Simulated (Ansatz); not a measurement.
# BN (P6_3/mmc): phonons and vibrational spectra, part 2 of 3

How does BN (P6_3/mmc) vibrate, and is this structure a minimum?

Ansatz 0.2.0; DFT LDA, scalar-relativistic, plane waves, PAW; PAW set soft_1.

So far. Step 3 (Relaxing to small forces for the phonons): The forces vanish by symmetry and the pressure is -0.002 GPa, within the tolerances set. The cell now holds 8.70 Å³/atom. The relaxed cell has a = 2.488, c = 6.492 Å (conventional setting).

The database entry behind the starting cell differs from later determinations by our own check (about 0.3 % short, minor phase), so it need not match the best structure at ambient conditions.

## (4) Linear response at the zone centre

The zone centre comes first: it holds the modes that light can see, as far as symmetry allows. The response to a homogeneous field gives the Born charges and the dielectric tensor, and its change with displacement the Raman tensors.

input.yaml

```yaml
crystal:
  lattice:
    - [2.4883378727, 0.0, 0.0]
    - [-1.2441689363, 2.1549638109, 0.0]
    - [0.0, 0.0, 6.4922271632]
  atoms:
    - { symbol: B, position: [0.3333333333, 0.6666666667, 0.25] }
    - { symbol: B, position: [0.6666666667, 0.3333333333, 0.75] }
    - { symbol: "N", position: [0.3333333333, 0.6666666667, 0.75] }
    - { symbol: "N", position: [0.6666666667, 0.3333333333, 0.25] }
kpoints:
  mp_grid: { grid: [12, 12, 4] }
hamiltonian:
  xc: lda
  pseudopotentials: { kind: paw, azcp: { folder: soft_1 }, xc_functional: pbe }
scf:
  occupations: { method: fixed }
output:
  eigenvalues: true
phonons:
  method: dfpt
  dielectric: true
  rigid_motions: translations
  raman: true
```

Launch:

```sh
$ ansatz run input.yaml --threads 4 --pin off --max-ram 10240MiB --backend cpu --events-out ev --progress --plain --runs-dir out
```

Numbers of over 12 decimals in the logs are rounded to 6 here.

Log:

```text
[...]
Crystal: 4 atoms, lattice volume = 34.813 Å³
Basis set: ecut = 420 eV, 663 PW (Γ), exchange–correlation on 36×36×96 points (8 copies of the dense FFT grid, shifted against one another)
Bands: 12, of which v1, the nominal top of the filled ones, is band 8 counted from 1 (7 counted from 0)
Symmetry: 24 space group operations
k-points: 164 of 576 (irreducible under 2 space group operations, time reversal used)
[...]
SCF iter   1: F=—  HF=-1055.602860 eV  |F-HF|=—  |Δ(HF+E_count)|=         —  Δρ=1.50e-1  dr2=7.55e0  ethr=3.10e-3  ⟨swp⟩=4.9  Hψ=10455  notcnv=0  defer=228
[...]
SCF iter   9: F=-1052.703359 eV  HF=-1052.703359 eV  |F-HF|=0.00e0  |Δ(HF+E_count)|=  3.07e-11  Δρ=4.75e-8  dr2=4.64e-13  ethr=1.00e-12  ⟨swp⟩=7.6  Hψ=12152  notcnv=0
SCF 1 converged in 9 iterations: F = -1052.703359 eV  dr2 = 4.64e-13
[...]
DFPT response loops at Γ: preconditioner auto → Resta (q_TF=auto, 2.397 Å⁻¹)  ε∞=3.8 (no band partly filled); β = 1.00, the filter's whole step (`scf.mixing.beta` (0.50) is not read by the response loops at its default; to damp them type it under 1.00, their step now; it binds the ground state too); Broyden in place of MSR1
── the response to a field inside a basis, on 16×16×6 k-points: an SCF that follows is theirs, and a resumed run solves both again ──
Bands: 9, of which v1, the nominal top of the filled ones, is band 8 counted from 1 (7 counted from 0)
k-points: 216
[...]
Eigensolver: Dense (216 Hₖ)
SCF iter   1: F=—  HF=-1052.706731 eV  |F-HF|=—  |Δ(HF+E_count)|=         —  Δρ=4.25e-4  dr2=8.19e-6  ethr=1.00e-1
[...]
SCF iter   5: F=-1052.706732 eV  HF=-1052.706732 eV  |F-HF|=1.36e-12  |Δ(HF+E_count)|=  2.44e-10  Δρ=3.80e-7  dr2=1.34e-11  ethr=1.91e-11
SCF 1 converged in 5 iterations: F = -1052.706732 eV  dr2 = 1.34e-11
[...]
SCF converged after 9 iterations
Free energy (F): -1052.703359 eV
[...]
Internal energy: -1052.703359 eV  (E = F + TS)
E sigma→0 (E₀):  -1052.703359 eV
Fermi energy:    4.823169 eV
[...]
--- Band table (eV; the first three rows and the last of 164) ---
  k-point 0: bands = [... 4 lower, 3.4913, 3.4913, 3.5365, 3.5365, 9.9097, 15.1810, 16.4083, 16.4083]
  k-point 1: bands = [... 4 lower, 3.4978, 3.4978, 3.5299, 3.5299, 10.6790, 14.3268, 16.4297, 16.4297]
  k-point 2: bands = [... 4 lower, 3.5141, 3.5141, 3.5141, 3.5141, 12.4698, 12.4698, 16.4819, 16.4819]
  k-point 163: bands = [... 4 lower, -1.0597, -1.0597, 3.6185, 3.6185, 10.4331, 10.4331, 16.7675, 16.7675]
--- Phonons (Γ-DFPT): 4 representative perturbations + reference, on 164 of 576 k-points (Σ response iterations 12) ---
  k mesh reduced under 2 symmetry operations, with k and −k counted as one. Each operation leaves every solved perturbation unchanged. A smaller set is not considered because the run solves the response to a homogeneous field
  ASR residual: 2.778e-5 → 0.000e0 eV/Å²; symmetrization residual: 7.244e-7 eV/Å²
  ASR residual per site (eV/Å²): 8.05e-6 8.05e-6 2.78e-5 2.78e-5
  Γ frequencies (cm⁻¹): 0.00 0.00 0.00 49.97 49.97 112.94 752.20 811.34 1385.72 1385.72 1385.79 1385.79
  ε∞ (high-frequency dielectric tensor):
        4.891591     0.000000     0.000000
       -0.000000     4.891591     0.000000
        0.000000     0.000000     2.853077
  ε⁰ (static dielectric tensor: ions relaxed, cell fixed):
        6.659495     0.000000     0.000000
       -0.000000     6.659495     0.000000
        0.000000     0.000000     3.383221
  ε⁰ − ε∞ (ionic part):
        1.767904     0.000000     0.000000
        0.000000     1.767904     0.000000
        0.000000     0.000000     0.530144
  softest optical mode at Γ: 49.97 cm⁻¹; the repairs (sum rule, projections) moved no ω² at Γ by more than (0.87 cm⁻¹)²
  Born effective charges Z* (e; rows j = field, columns β = displacement):
    site 0:
         2.70696    0.00000    0.00000
         0.00000    2.70696    0.00000
         0.00000    0.00000    0.80461
    site 1:
         2.70696    0.00000    0.00000
         0.00000    2.70696    0.00000
         0.00000    0.00000    0.80461
    site 2:
        -2.70696   -0.00000    0.00000
        -0.00000   -2.70696    0.00000
         0.00000    0.00000   -0.80461
    site 3:
        -2.70696   -0.00000    0.00000
        -0.00000   -2.70696    0.00000
         0.00000    0.00000   -0.80461
  Z* charge neutrality: 5.635e-6 e pre-enforcement
  k-mesh period / interband length: 29.9 Å / 1.37 Å = 21.87 at k = (0.0000, -0.5000, 0.2500), direct gap 4.721 eV — 14 or more, which is no proof of convergence
  Raman tensors (in the event stream and the table raman_tensors.tsv): an entry may err by 1.9e-2 Å², one of the second-order susceptibility by 1.0e-20 pm/V (basis, points and sum rule); their sum over the sites missed zero by 3.553e-15 Å² ahead of its enforcement
  optical modes at Γ without the LO–TO term, one row a degenerate level:
      ω (cm⁻¹)  modes    IR ((D/Å)²/amu)  static Raman (Å⁴/amu)  depolarisation
         49.97      2             0.0000                 0.0832           0.750
        112.94      1             0.0000                 0.0000               —
        752.20      1             4.8960                 0.0000               —
        811.34      1             0.0000                 0.0000               —
       1385.72      2             0.0000               744.8422           0.750
       1385.79      2           110.8319                 0.0000               —
  optical modes at Γ + LO–TO along q̂ = [1.0000, 0.0000, 0.0000]:
      ω (cm⁻¹)  modes    IR ((D/Å)²/amu)  static Raman (Å⁴/amu)  depolarisation
         49.97      2             0.0000                 0.0832           0.750
        112.94      1             0.0000                 0.0000               —
        752.20      1             4.8960                 0.0000               —
        811.34      1             0.0000                 0.0000               —
       1385.72      2             0.0000               744.8422           0.750
       1385.79      1            55.4160                 0.0000               —
       1616.93      1            55.4160                 0.0000               —
  optical modes at Γ + LO–TO along q̂ = [0.0000, 1.0000, 0.0000]:
      ω (cm⁻¹)  modes    IR ((D/Å)²/amu)  static Raman (Å⁴/amu)  depolarisation
         49.97      2             0.0000                 0.0832           0.750
        112.94      1             0.0000                 0.0000               —
        752.20      1             4.8960                 0.0000               —
        811.34      1             0.0000                 0.0000               —
       1385.72      2             0.0000               744.8422           0.750
       1385.79      1            55.4160                 0.0000               —
       1616.93      1            55.4160                 0.0000               —
  optical modes at Γ + LO–TO along q̂ = [0.0000, 0.0000, 1.0000]:
      ω (cm⁻¹)  modes    IR ((D/Å)²/amu)  static Raman (Å⁴/amu)  depolarisation
         49.97      2             0.0000                 0.0832           0.750
        112.94      1             0.0000                 0.0000               —
        811.34      1             0.0000                 0.0000               —
        819.11      1             4.8960                 0.0000               —
       1385.72      2             0.0000               744.8422           0.750
       1385.79      2           110.8319                 0.0000               —
```

It took 94 s on 4 threads of Arm Neoverse V2, shared host; peak memory 1.3 GiB.

Numbers from this step:

| Quantity | Value |
| --- | --- |
| sum-rule residual before enforcement | 2.78e-5 eV/Å² |
| miss of the charge sum rule | 5.64e-6 e |
| point group | 6/mmm |
| highest optical mode at the zone centre (no LO-TO term) | 1386 cm⁻¹ |
| lowest optical zone-centre mode | 49.97 cm⁻¹ |
| mean high-frequency dielectric constant | 4.212 |
| largest Born charge (third of the trace) | 2.073 e |
| mean static dielectric constant | 5.567 |
| top of the zone-centre spectrum with the field | 1617 cm⁻¹ |

Without the LO-TO term. Patterns of degenerate modes are one choice out of their space. The modes at Γ (shares of kinetic energy by element, %):

| mode | frequency (cm⁻¹) | symmetry | B % | N % |
| --- | --- | --- | --- | --- |
| 1 | 0.0 | acoustic | 44 | 56 |
| 2 | 0.0 | acoustic | 44 | 56 |
| 3 | 0.0 | acoustic | 44 | 56 |
| 4 | 50.0 | E2g | 44 | 56 |
| 5 | 50.0 | E2g | 44 | 56 |
| 6 | 112.9 | B1g | 44 | 56 |
| 7 | 752.2 | A2u | 56 | 44 |
| 8 | 811.3 | B1g | 56 | 44 |
| 9 | 1385.7 | E2g | 56 | 44 |
| 10 | 1385.7 | E2g | 56 | 44 |
| 11 | 1385.8 | E1u | 56 | 44 |
| 12 | 1385.8 | E1u | 56 | 44 |

Displacements in mode 4 (50.0 cm⁻¹), the largest set to 1:
```
B1   1.00  0.00  0.00
B2  -1.00  0.00  0.00
N3  -1.00  0.00  0.00
N4   1.00  0.00  0.00
```

Displacements in mode 7 (752.2 cm⁻¹), the largest set to 1:
```
B1   0.00  0.00  1.00
B2   0.00  0.00  1.00
N3   0.00  0.00 -0.77
N4   0.00  0.00 -0.77
```

Optical modes at the zone centre, without and with the macroscopic field of the longitudinal modes; each column is sorted by frequency, so a row need not hold one and the same mode. Modes with and without the field, by row:

| rank among optical modes | no field (cm⁻¹) | q along (1, 0, 0) (cm⁻¹) | q along (0, 0, 1) (cm⁻¹) |
| --- | --- | --- | --- |
| 1 | 50 | 50 | 50 |
| 2 | 50 | 50 | 50 |
| 3 | 112.9 | 112.9 | 112.9 |
| 4 | 752.2 | 752.2 | 811.3 |
| 5 | 811.3 | 811.3 | 819.1 |
| 6 | 1386 | 1386 | 1386 |
| 7 | 1386 | 1386 | 1386 |
| 8 | 1386 | 1386 | 1386 |
| 9 | 1386 | 1617 | 1386 |

Born charge (rows field, columns displacement) (e), principal values of the symmetric part by kind of site:

| atom | atoms with these values | low | middle | high | mean |
| --- | --- | --- | --- | --- | --- |
| B1 | 2 | 0.80 | 2.71 | 2.71 | 2.07 |
| N3 | 2 | -2.71 | -2.71 | -0.80 | -2.07 |

In full for B1:

```
2.71 0.00 0.00
0.00 2.71 0.00
0.00 0.00 0.80
```

High-frequency dielectric tensor:

```
4.89 0.00 0.00
0.00 4.89 0.00
0.00 0.00 2.85
```

Static dielectric tensor (ions relaxed, fixed cell):

```
6.66 0.00 0.00
0.00 6.66 0.00
0.00 0.00 3.38
```

Transverse modes. Lines of the infrared spectrum (strongest = 100):

| position (cm⁻¹) | lines merged | relative intensity |
| --- | --- | --- |
| 50 | 1 | 0.0 |
| 113 | 1 | 0.0 |
| 752 | 1 | 4.4 |
| 811 | 1 | 0.0 |
| 1386 | 2 | 100 |

Activity x (w_L - w)^4 (n + 1)/w, 532 nm, 300 K; modes without the macroscopic field alone. Raman lines, with heights relative to the strongest:

| position (cm⁻¹) | lines merged | relative intensity |
| --- | --- | --- |
| 50 | 1 | 1.9 |
| 113 | 1 | 0.0 |
| 752 | 1 | 0.0 |
| 811 | 1 | 0.0 |
| 1386 | 2 | 100 |

Before it was imposed, the acoustic sum rule was missed by 2.8e-5 eV/Å² and the charge sum rule by 5.6e-6 e. Small misses are needed for a sound result but don't prove that mesh and cutoff are converged. The lowest optical mode is real, 50.0 cm⁻¹.

[end of part 2 of 3]

[Logs are printed without paths, hosts, clocks, repeated set-up lines and the standing remarks that a program may print on its own settings, such as how far it seeks lower states.]

[Hosts, paths, dates, database ids (printed as entryN), source tags and the programs' standing remarks are cut or masked in the printed files.]
